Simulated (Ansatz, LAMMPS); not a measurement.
## Localised basis functions on glassy 67P2O5-33MgO (mol %) (80 atoms)

Aim: test how closely localised support functions follow the reference on glassy 67P2O5-33MgO (mol %) (80 atoms), and at what cost. A setting counts as converged where the r.m.s. difference of forces stays under 1 % of the r.m.s. force.

Method: Kohn-Sham DFT, PBE, PAW (set soft_2), plane waves, in Ansatz 0.2.0.

### Step 1. Set-up

The cell holds 80 atoms: 20 P, 5 Mg and 55 O. Cell: a = 10.514 Å, b = 10.514 Å, c = 10.514 Å, α = 90.0°, β = 90.0°, γ = 90.0°. 80 atoms (20 P, 5 Mg, 55 O) placed at random at 2.32 g/cm³, melted at 4000 K for 10 ps at fixed volume with the Morse and Coulomb pair potential with partial charges (Pedone, Malavasi, Menziani, Cormack and Segre, J. Phys. Chem. B 110, 11780 (2006)). Quenched from 4000 K to 300 K at 25 K/ps and fixed volume, held 5 ps.

What the set-up can't give: The quench rate of 25 K/ps is orders of magnitude faster than experiment, which tends to freeze in extra defects. The starting topology of bonds comes from the classical model, and needn't be the one that DFT or experiment would give. The Brillouin zone is sampled at Γ only, in a cell whose shortest periodic width is 11 Å.

### Step 2. The classical run that made the cell

A classical potential supplies the starting structure, since it reaches far longer times than DFT.

This step: classical MD, Morse and Coulomb pair potential with partial charges (Pedone, Malavasi, Menziani, Cormack and Segre, J. Phys. Chem. B 110, 11780 (2006)) (LAMMPS 22 Jul 2025 - Update 4).

in.lmp

```
# melt-quench of P20Mg5O55
units metal
atom_style charge
boundary p p p
region box block 0 10.5138 0 10.5138 0 10.5138
create_box 3 box
mass 1 30.9738   # P
mass 2 24.3050   # Mg
mass 3 15.9990   # O
create_atoms 1 random 20 317138 NULL overlap 1.5 maxtry 2000
create_atoms 2 random 5 317145 NULL overlap 1.5 maxtry 2000
create_atoms 3 random 55 317152 NULL overlap 1.5 maxtry 2000
pair_style hybrid/overlay pedone 5.5 coul/long 8.0
pair_coeff * * coul/long
pair_coeff 1 3 pedone 0.831326 2.585833 1.800790 1   # P-O
pair_coeff 2 3 pedone 0.038908 2.281000 2.586153 5   # Mg-O
pair_coeff 3 3 pedone 0.042395 1.379316 3.618701 22   # O-O
set type 1 charge 3
set type 2 charge 1.2
set type 3 charge -1.2
kspace_style pppm 1.0e-4
neigh_modify delay 0 every 1 check yes
thermo_style custom step time temp pe press density
thermo_modify norm yes
timestep 0.002
thermo 100
min_style cg
minimize 1e-4 1e-4 200 2000
reset_timestep 0
velocity all create 4000 317139 mom yes dist gaussian
fix lim all nve/limit 0.05
fix lan all langevin 4000 4000 0.2 317140 zero yes
thermo 500
run 1000 post no
# [... 7 lines left out ...]
fix md all nvt temp 4000 300 0.2
run 74000 post no
unfix md
thermo 1250
fix md all nvt temp 300 300 0.2
run 2500 post no
unfix md
write_dump all custom glass.dump id type xs ys zs modify sort id
```

Command:

```console
lmp -in in.lmp -log none -nocite
```

Numbers of over 12 decimals in the logs are rounded to 6 here.

The log of the run:

```text
LAMMPS (22 Jul 2025 - Update 4)
Created orthogonal box = (0 0 0) to (10.5138 10.5138 10.5138)
Created 20 atoms
Created 5 atoms
Created 55 atoms
PPPM initialization ...
  G vector (1/distance) = 0.38573001
  grid = 12 12 12
  estimated relative force accuracy = 6.3947159e-05
   Step          Time           Temp          PotEng         Press         Density
         0   0              0             -2.1755         652000.61      2.3159996
        94   0.188          0             -20.779666     -4730.0972      2.3159996
Loop time of 0.0480231 s on 1 MPI rank(s) for 94 steps with 80 atoms
Minimization stats:
  Stopping criterion = energy tolerance
  Energy initial, next-to-last, final =
     -2.17549997715675  -20.7778854878008  -20.7796656011514
  Force two-norm initial, final = 367.57627 3.541008
  Iterations, force evaluations = 94 126
   Step          Time           Temp          PotEng         Press         Density
         0   0              4000          -20.779666      32809.68       2.3159996
       500   1              1967.9688     -20.711157     -7876.7421      2.3159996
      1000   2              1850.5046     -20.697885      42119.106      2.3159996
Loop time of 0.314308 s on 1 MPI rank(s) for 1000 steps with 80 atoms
   Step          Time           Temp          PotEng         Press         Density
      1000   2              1850.5046     -20.697885      42119.106      2.3159996
      1666   3.332          4042.5926     -20.308717      20392.872      2.3159996
      2499   4.998          3919.9788     -20.478796      36623.911      2.3159996
      3332   6.664          3688.2711     -20.395198      41978.265      2.3159996
      4165   8.33           4394.0843     -20.386369      45254.678      2.3159996
      4998   9.996          3495.2516     -20.270099     -20543.107      2.3159996
      5831   11.662         4040.4266     -20.360268      24002.183      2.3159996
[... 1 line left out ...]
Loop time of 1.61267 s on 1 MPI rank(s) for 5000 steps with 80 atoms
   Step          Time           Temp          PotEng         Press         Density
[... 11 lines left out ...]
     80000   160            300.34314     -20.993913     -24524.426      2.3159996
Loop time of 23.0606 s on 1 MPI rank(s) for 74000 steps with 80 atoms
   Step          Time           Temp          PotEng         Press         Density
     80000   160            300.34314     -20.993913     -24524.426      2.3159996
     81250   162.5          277.48091     -20.99043      -8479.4706      2.3159996
     82500   165            277.50166     -20.996333     -23243.87       2.3159996
Loop time of 0.7173 s on 1 MPI rank(s) for 2500 steps with 80 atoms
```

It took 26 s on 1 thread of Arm Neoverse V2, shared host; peak memory 0.07 GiB.

### Step 3. Plane-wave single point

The first run fixes the reference, at a cutoff of 420 eV.

input.yaml

```yaml
crystal:
  lattice:
    - [10.5138, 0.0, 0.0]
    - [0.0, 10.5138, 0.0]
    - [0.0, 0.0, 10.5138]
  atoms:
    - { symbol: P, position: [0.26995, 0.76162, 0.95536] }
    - { symbol: P, position: [0.74822, 0.06311, 0.56302] }
    - { symbol: P, position: [0.63302, 0.45344, 0.44803] }
    - { symbol: P, position: [0.09694, 0.66201, 0.74234] }
    - { symbol: P, position: [0.3292, 0.19336, 0.55576] }
    - { symbol: P, position: [0.4981, 0.131, 0.15832] }
    - { symbol: P, position: [0.17674, 0.81822, 0.50608] }
    - { symbol: P, position: [0.56956, 0.73025, 0.37022] }
    - { symbol: P, position: [0.51477, 0.367, 0.70357] }
    - { symbol: P, position: [0.80296, 0.59327, 0.76643] }
    - { symbol: P, position: [0.28911, 0.05354, 0.97131] }
    - { symbol: P, position: [0.46597, 0.93154, 0.55386] }
    - { symbol: P, position: [0.77165, 0.20221, 0.0581] }
    - { symbol: P, position: [0.71658, 0.48982, 0.02826] }
    - { symbol: P, position: [0.10122, 0.38111, 0.97005] }
    - { symbol: P, position: [0.80818, 0.99627, 0.84997] }
    - { symbol: P, position: [0.97232, 0.98748, 0.3739] }
    - { symbol: P, position: [0.03032, 0.24143, 0.22398] }
    - { symbol: P, position: [0.92478, 0.45446, 0.40703] }
    - { symbol: P, position: [0.31744, 0.3176, 0.28506] }
    - { symbol: Mg, position: [0.08457, 0.34235, 0.66884] }
    - { symbol: Mg, position: [0.86184, 0.71837, 0.24182] }
    - { symbol: Mg, position: [0.41194, 0.50008, 0.9498] }
    - { symbol: Mg, position: [0.2846, 0.63904, 0.24478] }
    - { symbol: Mg, position: [0.56479, 0.79095, 0.82714] }
    - { symbol: O, position: [0.5711, 0.37742, 0.34357] }
    - { symbol: O, position: [0.71215, 0.70146, 0.73027] }
    - { symbol: O, position: [0.50892, 0.82602, 0.46333] }
    - { symbol: O, position: [0.95575, 0.3494, 0.30104] }
    - { symbol: O, position: [0.93713, 0.93596, 0.83919] }
    - { symbol: O, position: [0.19194, 0.09263, 0.0685] }
    - { symbol: O, position: [0.31391, 0.45681, 0.27401] }
    - { symbol: O, position: [0.48634, 0.89818, 0.69467] }
    - { symbol: O, position: [0.24422, 0.40648, 0.9755] }
    - { symbol: O, position: [0.22713, 0.71868, 0.08732] }
    - { symbol: O, position: [0.41013, 0.24569, 0.19453] }
    - { symbol: O, position: [0.40531, 0.07195, 0.55069] }
    - { symbol: O, position: [0.8005, 0.11462, 0.94482] }
    - { symbol: O, position: [0.34335, 0.25841, 0.42103] }
    - { symbol: O, position: [0.1906, 0.19401, 0.57935] }
    - { symbol: O, position: [0.7487, 0.2027, 0.53066] }
    - { symbol: O, position: [0.61747, 0.00178, 0.53824] }
    - { symbol: O, position: [0.20716, 0.72843, 0.40146] }
    - { symbol: O, position: [0.79641, 0.49186, 0.67447] }
    - { symbol: O, position: [0.01926, 0.11063, 0.31184] }
    - { symbol: O, position: [0.035, 0.50652, 0.98292] }
    - { symbol: O, position: [0.58281, 0.29297, 0.80275] }
    - { symbol: O, position: [0.0595, 0.31057, 0.09292] }
    - { symbol: O, position: [0.00211, 0.41348, 0.51729] }
    - { symbol: O, position: [0.11973, 0.75053, 0.62374] }
    - { symbol: O, position: [0.76716, 0.03862, 0.70872] }
    - { symbol: O, position: [0.75882, 0.54355, 0.89679] }
    - { symbol: O, position: [0.46854, 0.70571, 0.26934] }
    - { symbol: O, position: [0.69874, 0.91155, 0.89138] }
    - { symbol: O, position: [0.46798, 0.49005, 0.76359] }
    - { symbol: O, position: [0.94843, 0.64414, 0.75946] }
    - { symbol: O, position: [0.42103, 0.07536, 0.04312] }
    - { symbol: O, position: [0.07991, 0.91988, 0.45638] }
    - { symbol: O, position: [0.59378, 0.59666, 0.43748] }
    - { symbol: O, position: [0.57604, 0.48859, 0.03812] }
    - { symbol: O, position: [0.17557, 0.27127, 0.2737] }
    - { symbol: O, position: [0.40128, 0.28937, 0.64316] }
    - { symbol: O, position: [0.5035, 0.04328, 0.26496] }
    - { symbol: O, position: [0.77428, 0.45441, 0.41351] }
    - { symbol: O, position: [0.69681, 0.77458, 0.33099] }
    - { symbol: O, position: [0.39795, 0.71046, 0.9181] }
    - { symbol: O, position: [0.27579, 0.9087, 0.95011] }
    - { symbol: O, position: [0.63688, 0.16268, 0.10896] }
    - { symbol: O, position: [0.30782, 0.87666, 0.54401] }
    - { symbol: O, position: [0.04641, 0.30895, 0.8574] }
    - { symbol: O, position: [0.29089, 0.1286, 0.85056] }
    - { symbol: O, position: [0.76252, 0.34505, 0.03129] }
    - { symbol: O, position: [0.88191, 0.18748, 0.15139] }
    - { symbol: O, position: [0.95492, 0.58839, 0.36488] }
    - { symbol: O, position: [0.85975, 0.00896, 0.47296] }
    - { symbol: O, position: [0.93395, 0.89288, 0.27686] }
    - { symbol: O, position: [0.17249, 0.71816, 0.85279] }
    - { symbol: O, position: [0.14973, 0.53434, 0.71219] }
    - { symbol: O, position: [0.78457, 0.57119, 0.12599] }
    - { symbol: O, position: [0.57963, 0.40254, 0.5772] }
kpoints:
  mp_grid: { grid: [1, 1, 1] }
hamiltonian:
  xc: pbe
scf:
  occupations: { method: fixed }
output:
  forces: true
  stress: true
  populations: true
  dos:
    method: { smearing: { sigma: 0.15 } }
    de: 0.1
    projected: { site_lists: { Mg: [Mg], O: [O], P: [P] } }
  eigenvalues: true
  write_density: true
  write_potential: true
  volumetric_format: npy
```

Command:

```console
ansatz run input.yaml --threads 4 --pin off --max-ram 8192MiB --backend cpu --events-out ev --progress --plain --runs-dir out
```

The log of the run:

```text
Engine: ansatz 0.2.0, aarch64-unknown-linux-gnu
Pseudopotentials: kind: paw
Pseudopotential: P, paw, valence charge 5, recommended cutoff 420 eV (normal), P.paw.azcp
Pseudopotential: Mg, paw, valence charge 10, recommended cutoff 420 eV (normal), Mg.paw.azcp
Pseudopotential: O, paw, valence charge 6, recommended cutoff 420 eV (normal), O.paw.azcp
[... 5 lines on functional and potentials left out ...]
Crystal: 80 atoms, lattice volume = 1162.195 Å³
Basis set: ecut = 420 eV, 22743 PW (Γ), exchange–correlation on 144×144×144 points (8 copies of the dense FFT grid, shifted against one another)
Bands: 320, of which v1, the nominal top of the filled ones, is band 240 counted from 1 (239 counted from 0)
Symmetry: 1 space group operations
Space group: P1 (ITA 1), of the structure as read, at distance tolerance 1.1e-4 Å
k-points: 1
[... 7 lines on functional and potentials left out ...]
Initial density: superposition of atomic densities (neutral atoms: chi_scale 0, normalization atom), corrected by the library's trained network
Initial wavefunctions: pseudopotential atomic-orbital guess
Functional: x = pbe(κ = 0.804, μ = 0.219515), c = pbe(β = 0.066725)
SCF iter   1: F=—  HF=-55961.148222 eV  |F-HF|=—  |Δ(HF+E_count)|=         —  Δρ=5.81e-3  dr2=6.09e-1  ethr=1.77e-3  ⟨swp⟩=6.0  Hψ=1290  notcnv=0  defer=78
preconditioner: auto → Resta (q_TF=auto, 2.354 Å⁻¹)  ε∞=3.0  [insulator: Δε(μ)=1.446 eV  Ē_g=16.291 eV  n_scr=250 (ndim 8)  ℏωp=22.8 eV  f_vac=0.236  ε∞_Penn≈3.0]
SCF iter   2: F=—  HF=-55961.007381 eV  |F-HF|=—  |Δ(HF+E_count)|=   1.41e-1  Δρ=3.45e-3  dr2=1.26e-1  ethr=1.27e-4  ⟨swp⟩=3.0  Hψ=548  notcnv=0  defer=78
SCF iter   3: F=—  HF=-55960.980048 eV  |F-HF|=—  |Δ(HF+E_count)|=   2.73e-2  Δρ=1.41e-3  dr2=4.64e-2  ethr=2.63e-5  ⟨swp⟩=4.0  Hψ=449  notcnv=0  defer=78
SCF iter   4: F=—  HF=-55960.967125 eV  |F-HF|=—  |Δ(HF+E_count)|=   1.29e-2  Δρ=7.61e-4  dr2=7.71e-3  ethr=9.67e-6  ⟨swp⟩=4.0  Hψ=416  notcnv=0  defer=78
SCF iter   5: F=—  HF=-55960.965870 eV  |F-HF|=—  |Δ(HF+E_count)|=   1.25e-3  Δρ=3.83e-4  dr2=1.77e-3  ethr=1.61e-6  ⟨swp⟩=3.0  Hψ=663  notcnv=0  defer=78
SCF iter   6: F=—  HF=-55960.965701 eV  |F-HF|=—  |Δ(HF+E_count)|=   1.70e-4  Δρ=1.22e-4  dr2=1.71e-4  ethr=3.69e-7  ⟨swp⟩=2.0  Hψ=418  notcnv=0  defer=78
SCF iter   7: F=—  HF=-55960.965683 eV  |F-HF|=—  |Δ(HF+E_count)|=   1.75e-5  Δρ=5.78e-5  dr2=3.38e-5  ethr=3.55e-8  ⟨swp⟩=3.0  Hψ=463  notcnv=0  defer=77
SCF iter   8: F=—  HF=-55960.967282 eV  |F-HF|=—  |Δ(HF+E_count)|=   1.60e-3  Δρ=1.95e-5  dr2=4.43e-6  ethr=7.05e-9  ⟨swp⟩=3.0  Hψ=570  notcnv=0  defer=77
SCF iter   9: F=—  HF=-55960.967284 eV  |F-HF|=—  |Δ(HF+E_count)|=   1.58e-6  Δρ=9.16e-6  dr2=8.97e-7  ethr=9.24e-10  ⟨swp⟩=3.0  Hψ=507  notcnv=0  defer=77
SCF iter  10: F=—  HF=-55960.967284 eV  |F-HF|=—  |Δ(HF+E_count)|=   1.91e-7  Δρ=3.07e-6  dr2=1.04e-7  ethr=1.87e-10  ⟨swp⟩=2.0  Hψ=451  notcnv=0  defer=77
SCF iter  11: F=-55960.967284 eV  HF=-55960.967284 eV  |F-HF|=3.97e-9  |Δ(HF+E_count)|=   5.92e-8  Δρ=1.20e-6  dr2=1.59e-8  ethr=2.08e-11  ⟨swp⟩=30.0  Hψ=3894  notcnv=0
SCF 1 converged in 11 iterations: F = -55960.967284 eV  dr2 = 1.59e-8
  greatest PAW one-centre occupation: 1.000 electrons in one spin orbital (limit 2), on the Mg atom at site 23 (counted from 0), in its partial waves of l = 0
SCF converged after 11 iterations
Free energy (F): -55960.967284 eV
Harris-Foulkes:  -55960.967284 eV  (|F-HF|=3.97e-9)
Internal energy: -55960.967284 eV  (E = F + TS)
E sigma→0 (E₀):  -55960.967284 eV
Fermi energy:    3.821388 eV
--- Per-component energies (eV) ---
  E_band       = -4507.962674
  E_kinetic    = 11717.927915
  E_local      = -42619.923817  (includes V_loc(G=0)·N_el)
  E_nonlocal   = 3723.327567
  E_hartree    = 15798.464022
  E_xc         = -5462.436432
  E_vxc        = -6619.038087  (∫ρ·V_xc dr)
  E_paw        = -21583.173658  (= ΣΔE_a)
  E_vpaw       = -2307.328075  (= ΣTr[D̂ρ^β])
  E_aug_tail   = 0.139569  (compensation charges beyond the density's cutoff)
  E_ewald      = -17535.292449
  E_smearing   = -0.000000  (= −TS)
  E_closure    = 0.000000  (closes the sum)
  Σ components = -55960.967284   (vs F -55960.967284, Δ=0.00e0)
--- Forces (eV/Å), atoms counted from 1 ---
  atom   1  P      0.00894908     0.51389389     3.30546563
  atom   2  P     -2.20647676     4.81489224    -0.06236188
  atom   3  P     -3.21399786    -2.38046144    -2.66577134
  atom   4  P     -1.84670264    -4.59433943    -0.65807582
  atom   5  P     -0.36024874     2.72830135     0.22071418
  atom   6  P     -1.94631085    -3.13350404     0.17066207
  atom   7  P      3.91638819    -0.78399911    -1.76663085
  atom   8  P     -0.76968574    -1.90077664    -3.61913804
  atom   9  P      1.08090626     0.81339215     4.40230592
  atom  10  P     -1.95356549     1.94164779    -2.97400785
  atom  11  P     -3.50885577     5.68129242    -0.35092026
  atom  12  P      1.25872446    -0.07076017     5.48598171
  atom  13  P      0.90574818     0.25722788     0.34635027
  atom  14  P      0.86150273     2.62146420     1.56015207
[...]
atom  79  O     -0.06301199    -0.36640190     0.13315007
  atom  80  O      2.05465664     1.13940739    -1.96441324
  max |Σ_I F_I| component: 1.25e-5 eV/Å
--- Stress (GPa, compression-positive) ---
       -1.726311      -0.586365       0.285552
       -0.586365       1.445259       0.652339
        0.285553       0.652340       0.722979
  P = ⅓ Tr σ = 0.1473 GPa (1.473 kbar)
--- Band table (eV) ---
  k-point 0: bands = ["-72.1587", "-71.7348", "-71.5025", "-71.4691", [... 304 levels ...], "12.1005", "12.1265", "12.1865", "12.2245", "12.3113", "12.3554", "12.3847", "12.4410", "12.4698", "12.5712", "12.6055", "12.7490"]
--- Löwdin populations: 80 sites ---
  site symbol       q [e]
     0      P      2.7521
     1      P      2.7995
     2      P      2.7449
[...]
79      O      6.7157
  spilling = 0.016854 (of n_electrons = 480.000000)
```

Wall time 15 s (4 threads of Arm Neoverse V2, shared host); peak memory 1.3 GiB.

Reading the cycles: dr2 is the Hartree energy of the density residual (eV), the measure of convergence; HF is the Harris–Foulkes estimate of the energy, which meets the free energy F at convergence.

Numbers from this run:

```
free energy                                      : -55960.9673 eV
free energy per atom                             : -699.5121 eV/atom
SCF cycles                                       : 11
pressure                                         : 0.1473 GPa
r.m.s. force component                           : 1.487 eV/Å
longest force                                    : 6.687 eV/Å
Fermi energy                                     : 3.821 eV
gap (highest filled to lowest empty level) : 0.7571 eV
spilling of the projection                       : 0.01685
```

The r.m.s. force component of 1.5 eV/Å sets the scale for the differences below.

### Step 4. Support functions low

The cell is solved in localised support functions.

This step: Kohn-Sham DFT, PBE, PAW (set soft_2), localised support functions (low) (Ansatz 0.2.0).

input.yaml, the sections that differ from step 3:

```yaml
scf:
  occupations: { method: fixed }
  eigensolver: { kind: { support_functions: { accuracy: low } } }
  max_iter: 150
output:
  forces: true
  eigenvalues: true
# crystal, kpoints, hamiltonian: as in step 3
```

The log of the run:

```text
Warning: scf.eigensolver.kind.support_functions: disabling space-group detection — the functions' gradient is summed over unrotated k-points, so no spatial operation reduces the k-mesh or symmetrises the density; time reversal is kept, so that k and −k are solved as one point where they differ and the mesh holds both, and exact exchange and, on two spinor components, a DFT+U term hold to it where the run has them: [...]
settings of this run that can trade accuracy for cost: scf.eigensolver.kind.support_functions; scf.eigensolver.kind.support_functions.accuracy: low [...]
[...]
Crystal: 80 atoms, lattice volume = 1162.195 Å³
Basis set: ecut = 420 eV, 22743 PW (Γ), exchange–correlation on 150×150×150 points (8 copies of the dense FFT grid, shifted against one another)
Bands: 288, of which v1, the nominal top of the filled ones, is band 240 counted from 1 (239 counted from 0)
Symmetry: 1 space group operations
k-points: 1
[...]
SCF iter   1: F=—  HF=-55922.797697 eV  |F-HF|=—  |Δ(HF+E_count)|=         —  Δρ=1.17e-1  dr2=1.73e2  ethr=1.00e-1
[...]
SCF iter  12: F=—  HF=-55961.382244 eV  |F-HF|=—  |Δ(HF+E_count)|=   1.81e-3  Δρ=3.58e-5  dr2=2.47e-5  ethr=2.18e-8  κ⁻¹=2.7e-5(r=7)
SCF iter  13: F=-55961.383656 eV  HF=-55961.383657 eV  |F-HF|=7.89e-8  |Δ(HF+E_count)|=   1.41e-3  Δρ=1.50e-5  dr2=4.13e-6  ethr=5.14e-9
SCF 1 converged in 13 iterations: F = -55961.400912 eV  dr2 = 4.13e-6
[...]
SCF converged after 13 iterations
Stability not checked: this state was not tested for a lower state beside it, because the mixer in use, unlike msr1, does not test its closes by its own steps (another_mixer; see scf.mixing.algorithm and scf.lower_state_search)
Free energy (F): -55961.400912 eV
[...]
Internal energy: -55961.400912 eV  (E = F + TS)
E sigma→0 (E₀):  -55961.400912 eV
Fermi energy:    3.821626 eV
[...]
Σ components = -55961.400912   (vs F -55961.400912, Δ=0.00e0)
--- Forces (eV/Å), atoms counted from 1 ---
  atom   1  P      0.00869469     0.51396102     3.30435795
  atom   2  P     -2.20672270     4.81413099    -0.06180748
  atom   3  P     -3.21336281    -2.37954531    -2.66547705
  atom   4  P     -1.84614958    -4.59518138    -0.65744027
[...]
atom  80  O      2.05696814     1.13927920    -1.96397250
  max |Σ_I F_I| component: 3.44e-3 eV/Å
--- Band table (eV) ---
[...]
```

Elapsed: 89 s, on 4 threads; peak memory 3.3 GiB; 5.8 min of CPU time.

The program notes that the band table was not solved further than the SCF left it and it switched symmetry off.

Keys that differ from the reference: support_functions.accuracy = "low" and scf.max_iter = 150.

Forces differ from the reference by 0.81 meV/Å r.m.s., 0.055 % of their size, well within a tolerance of 1 %; the energy by -5.4 meV/atom. It took 89 s and 13 cycles; the reference's time can't be set against it, since the two runs asked for unlike analyses.

[end of part 1 of 2]

[Logs are printed without paths, hosts, clocks, repeated set-up lines and the standing remarks that a program may print on its own settings, such as how far it seeks lower states.]

[Hosts, paths, dates, database ids (printed as entryN), source tags and the programs' standing remarks are cut or masked in the printed files.]
